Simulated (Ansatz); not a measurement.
# Quasi-harmonic thermodynamics of GaAs (F-43m), part 2 of 2

Wanted: α(T), C_P(T) and B(T) of GaAs in the quasi-harmonic approximation.

Measurements to reproduce:
- volume expansion coefficient 16.2 1e-6/K, heat capacity C_P per formula unit 46.8 J/mol/K and bulk modulus 74.8 GPa near room temperature (given in “High-Throughput Prediction of Finite-Temperature Properties using the Quasi-Harmonic Approximation”, 2016, arXiv:1603.06924)

Ansatz 0.2.0; DFT LDA, scalar-relativistic, plane waves, PAW.

So far, principal linear expansion coefficients at 298 K (× 1e-6/K): step 5 (phonons on strained cells, cutoff 487.2 eV, k-mesh 12×12×12) 4.78; step 6 (k-mesh 8×8×8, q-mesh 4×4×4) 6.2. Also isothermal bulk modulus at 298 K (GPa): step 5 71.0; step 6 71.4. The relaxed cell has a = 5.603 Å (conventional setting).

**7. A new level, relaxed again**

The functional, the potentials or the cutoff change, so the crystal is relaxed again at the new setting.

Contents of input.yaml:

```yaml
crystal:
  lattice:
    - [0.0, 2.8015748695, 2.8015748695]
    - [2.8015748695, 0.0, 2.8015748695]
    - [2.8015748695, 2.8015748695, 0.0]
  atoms:
    - { symbol: Ga, position: [0.0, 0.0, 0.0] }
    - { symbol: As, position: [0.25, 0.25, 0.25] }
kpoints:
  mp_grid: { grid: [12, 12, 12] }
hamiltonian:
  xc: lda
scf:
  occupations: { method: fixed }
  lower_state_search: "off"
output:
  forces: true
  stress: true
  eigenvalues: true
  write_density: true
  write_potential: true
  elf: true
  volumetric_format: npy
basis:
  ecutwfc: 320.0
relax:
  adjacent_minimum: "off"
  f_tol: 0.001
  max_steps: 60
  cell: { stress_tol: 0.01 }
```

Run with:

```
ansatz run input.yaml --threads 8 --pin off --max-ram 16384MiB --backend cpu --events-out ev --progress --plain --runs-dir out
```

Wall time 1.7 s (8 threads of Arm Neoverse V2, shared host); peak memory 0.4 GiB; 10 s of CPU time.

Little changed from the start: no atom moved by 0.005 Å and no cell edge by 0.1 %.

Numbers from this step:

| Item | Value |
| --- | --- |
| pressure | -0.005829 GPa |
| gap on the k-mesh | 0.4813 eV |
| volume per atom | 21.98 Å³/atom |

Electrostatic potential energy in the ac plane of a cell with a along [110], b along [-110] and c along [001] of the cube at fractional y = 0.000, with atoms of Ga and As within 0.2 Å of it. With pseudopotentials it is smooth inside the atoms' cores, unlike the true potential.

Values in eV, 8 rows by 16 columns, each cell a mean:
```
-14  -8   3   0  -1   3  -3 -13 -14  -8   3   0  -1   3  -3 -13
  4   6  -5   5   9  -6   4   5   4   6  -5   5   9  -6   4   5
 11   9  -3   0   3  -6   7  11  11   9  -3   0   3  -6   7  11
 12  12   9   4   3   8  11  12  12  12   9   4   3   8  11  12
 12  12  12  12  11  12  12  12  12  12  12  12  11  12  12  12
 11  11  12  12  12  12  12  11  11  11  12  12  12  12  12  11
 -1   5  10  12  12  11   7   0  -1   5  10  12  12  11   7   0
-14 -11   6  11  11   9  -5 -14 -14 -11   6  11  11   9  -5 -14
```
Columns run along a (7.9 Å; values clipped at the 3rd and 97th percentile), rows up along c (5.6 Å), edges of the conventional cell, whose origin can differ from the input's. Atoms in or near the plane, at fractional coordinates: Ga at (0.50, 0.00), Ga at (0.00, 0.00), As at (0.75, 0.75), As at (0.25, 0.75).

Valence density in the ac plane of a cell with a along [110], b along [-110] and c along [001] of the cube at fractional y = 0.000, with atoms of Ga and As within 0.2 Å of it. It is the smooth field of the valence electrons, not physical close to the nuclei.

Values in e/Å³, 8 rows by 16 columns, each cell a mean:
```
10  1  0  1  1  0  1  6 10  1  0  1  1  0  1  6
 0  0  1 10 15  2  0  0  0  0  1 10 15  2  0  0
 0  0  1  6 10  1  0  0  0  0  1  6 10  1  0  0
 0  0  0  0  0  0  0  0  0  0  0  0  0  0  0  0
 0  0  0  0  0  0  0  0  0  0  0  0  0  0  0  0
 0  0  0  0  0  0  0  0  0  0  0  0  0  0  0  0
 0  0  0  0  0  0  0  0  0  0  0  0  0  0  0  0
18  1  0  0  0  0  1 10 18  1  0  0  0  0  1 10
```
Columns run along a (7.9 Å), rows up along c (5.6 Å), edges of the conventional cell, whose origin can differ from the input's. Atoms in or near the plane, at fractional coordinates: Ga at (0.50, 0.00), Ga at (0.00, 0.00), As at (0.75, 0.75), As at (0.25, 0.75).

ELF in the ac plane of a cell with a along [110], b along [-110] and c along [001] of the cube at fractional y = 0.000, with atoms of Ga and As within 0.2 Å of it. It is the smooth field of the valence electrons, not physical close to the nuclei.

Ten even steps from '_' (0.02) to '@' (0.73), each cell a mean:
```
__..==##@@%%%%%%++::____..==##@@%%%%%%++::__
::--**@@@@%%%%@@%%==::::--**@@@@%%%%@@%%==::
--++@@@@**==++%%@@##==--++@@@@**==++%%@@##==
--**%%%%==::--##@@##==--**%%%%==::--##@@##==
..==##%%**--==##%%++::..==##%%**--==##%%++::
__::++##%%##%%%%**--____::++##%%##%%%%**--__
____::++##%%%%##==..______::++##%%%%##==..__
______::==++++--..__________::==++++--..____
________......________________......________
____________________________________________
::....____________..::::....____________..::
----::..________..--------::..________..----
------::______..::----------::______..::----
..::----::..::::----....::----::..::::----..
::..--==++++++++--::__::..--==++++++++--::__
```
Columns run along a (7.9 Å), rows up along c (5.6 Å), edges of the conventional cell, whose origin can differ from the input's. Atoms in or near the plane, at fractional coordinates: Ga at (0.50, 0.00), Ga at (0.00, 0.00), As at (0.75, 0.75), As at (0.25, 0.75).

The residual pressure is -0.0058 GPa, small enough for phonons.

**8. The quasi-harmonic study, cutoff 320 eV, q-mesh 4×4×4**

input.yaml, the sections that differ from step 7:

```yaml
crystal:
  lattice:
    - [0.0, 2.8013290369, 2.8013290369]
    - [2.8013290369, 0.0, 2.8013290369]
    - [2.8013290369, 2.8013290369, 0.0]
  atoms:
    - { symbol: Ga, position: [0.0, 0.0, 0.0] }
    - { symbol: As, position: [0.25, 0.25, 0.25] }
output:
  eigenvalues: true
phonons:
  method: dfpt
  qmesh: [4, 4, 4]
  temperatures: { t_max: 800.0, t_step: 50 }
  thermal_expansion: {}
# kpoints, hamiltonian, scf, basis: as in step 7
# relax: removed
```

Elapsed: 11 min, on 8 threads; peak memory 3.6 GiB.

Changing the k-mesh (8×8×8 → 12×12×12) and the cutoff (487.2 → 320 eV) takes the volume expansion at 298 K from 18.6 to 19.5 × 10⁻⁶/K and B_T from 71.4 to 71.0 GPa.

**9. Phonons on strained cells, cutoff 487.2 eV, k-mesh 12×12×12 (run 2)**

input.yaml, the sections that differ from step 8:

```yaml
crystal:
  lattice:
    - [0.0, 2.8015748695, 2.8015748695]
    - [2.8015748695, 0.0, 2.8015748695]
    - [2.8015748695, 2.8015748695, 0.0]
  atoms:
    - { symbol: Ga, position: [0.0, 0.0, 0.0] }
    - { symbol: As, position: [0.25, 0.25, 0.25] }
phonons:
  method: fd
  qmesh: [4, 4, 4]
  temperatures: { t_max: 800.0, t_step: 50 }
  thermal_expansion: {}
# kpoints, hamiltonian, scf, output: as in step 8
# basis: removed
```

The job ended after 36 min (8 threads; peak memory 3.2 GiB).

The run was cut off at its time limit.

The program's message: “cancelled by the caller after 1 completed SCF iterations”

**10. Summary of results**

| Quantity | Value |
| --- | --- |
| settings of these figures | LDA, 487.2 eV, k 8×8×8, q 4×4×4 |
| volume expansion coefficient at 298 K | 18.60 1e-6/K |
| C_P at 298 K | 23.28 J/mol-atom/K |
| entropy at 298 K | 32.66 J/mol-atom/K |
| isothermal bulk modulus at 298 K | 71.44 GPa |
| Grüneisen parameter at 298 K | 0.7639 |
| volume at 298 K | 22.13 Å³/atom |
| principal linear expansion coefficients at 298 K | 6.2, 6.2, 6.2 1e-6/K |

In words: Near room temperature GaAs expands by 18.6 × 10⁻⁶/K in volume by LDA, with C_P = 23.3 J/(mol K) per mole of atoms and B_T = 71.4 GPa. C_P at room temperature is 93 % of the classical 3R an atom. A measured volume expansion coefficient near room temperature is 16.2 1e-6/K (arXiv:1603.06924); the calculated 18.6 1e-6/K differs by +15 %. A measured bulk modulus near room temperature is 74.8 GPa (arXiv:1603.06924); the calculated 71.4 GPa differs by -4 %. The table does not say whether its value is isothermal or adiabatic. A measured heat capacity per formula unit near room temperature is 46.8 J/mol/K (arXiv:1603.06924); the calculated 46.6 J/mol/K differs by -1 %. The expansion still moved strongly between the settings tried, so its convergence is not shown. Changing the q-mesh, k-mesh and cutoff moves the volume expansion at 298 K between 14.3 and 19.5 × 10⁻⁶/K, while the CPU time spans a factor of 3.0. The interpolation has no quadrupole term, so branches near the zone centre are less sure, since this crystal has sites that are not centres of inversion. The PAW files were made for PBE and are used here under another functional, for which the program regenerates the frozen cores.

[Logs are printed without paths, hosts, clocks, repeated set-up lines and the standing remarks that a program may print on its own settings, such as how far it seeks lower states.]

[Hosts, paths, dates, database ids (printed as entryN), source tags and the programs' standing remarks are cut or masked in the printed files.]

[A step with changed settings may run another functional than the one named; its input shows which.]
